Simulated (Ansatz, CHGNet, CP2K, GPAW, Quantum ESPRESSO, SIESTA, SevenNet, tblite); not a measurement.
**Other levels on C(111) slab, H on the bottom face (80 atoms)**

The cell holds 80 atoms: 64 C and 16 H. Its edges and angles: a = 10.089 Å, b = 10.089 Å, c = 15.664 Å, α = 90.0°, β = 90.0°, γ = 120.0°. It derives from C (diamond-structure). Diamond-structure C (a = 3.567 Å), (111) slab of 4 atomic planes, 4 x 4 surface cells, H on the broken bonds of the bottom face, 12 Å of vacuum; displaced by a Gaussian of 0.02 Å. Then every atom was moved at random, 0.05 Å r.m.s. a Cartesian component (hydrogen 0.6 of that). Regions: slab, 64 atoms (64 C); hydrogen, 16 atoms (16 H). Vacuum lies along c.

Geometry: as built.

The reference, a calculation:

* method: Kohn-Sham DFT, PBE, PAW, plane waves (Ansatz 0.2.0); cutoff 420 eV, Γ point, fermi-dirac smearing of 0.05 eV; PAW set soft_2
* r.m.s. force component: 2.002 eV/Å
* longest force: 7.43 eV/Å
* SCF cycles: 17
* time: 8.8 s on 6 threads of Intel Xeon at 2.30GHz, shared host
* CPU time: 39 s

Runs, in no order:
A. SIESTA PBE, DZ, shift 0.01 Ry, mesh 300 Ry: Kohn-Sham DFT, PBE, PseudoDojo 0.4.1 norm-conserving pseudopotentials (converted to PSML), numerical atomic orbitals (DZ), diagonalisation
B. SevenNet l3i5 potential: machine-learned interatomic potential SevenNet l3i5, trained on PBE(+U) plane-wave data
C. GPAW PBE, LCAO dzp, h 0.2 Å: Kohn-Sham DFT, PBE, PAW, atomic orbitals (dzp)
D. tblite GFN1-xTB: GFN1-xTB tight binding, diagonalisation

**Question.** Rank the runs by how far their forces lie from the reference's, least first.

C, A, D, B.

```csv
run,"Δ force, r.m.s. (meV/Å)",share of r.m.s. force (%),CPU time
"C. GPAW PBE, LCAO dzp, h 0.2 Å",198,9.87,3.3 min
"A. SIESTA PBE, DZ, shift 0.01 Ry, mesh 300 Ry",321,16.1,2.2 min
D. tblite GFN1-xTB,553,27.6,2.3 s
B. SevenNet l3i5 potential,936,46.8,11 s
```

Periodic xTB results under one method name differ between programs and library versions. With short bonds to hydrogen, sets of potentials differ among themselves by several per cent in forces even at converged cutoffs, so the reference isn't exact here either. Machine-learned potentials mimic data converged in k, so the reference's own k-point error enters their differences. The runs have no spin polarisation, so any moments at edges, vacancies or dangling bonds can't form. The electronic-structure runs sample only Γ, in a cell whose shortest periodic width is 9 Å, which is coarse for a cell with partly filled levels.

[Logs are printed without paths, hosts, clocks, repeated set-up lines and the standing remarks that a program may print on its own settings, such as how far it seeks lower states.]

[Hosts, paths, dates, database ids (printed as entryN), source tags and the programs' standing remarks are cut or masked in the printed files.]
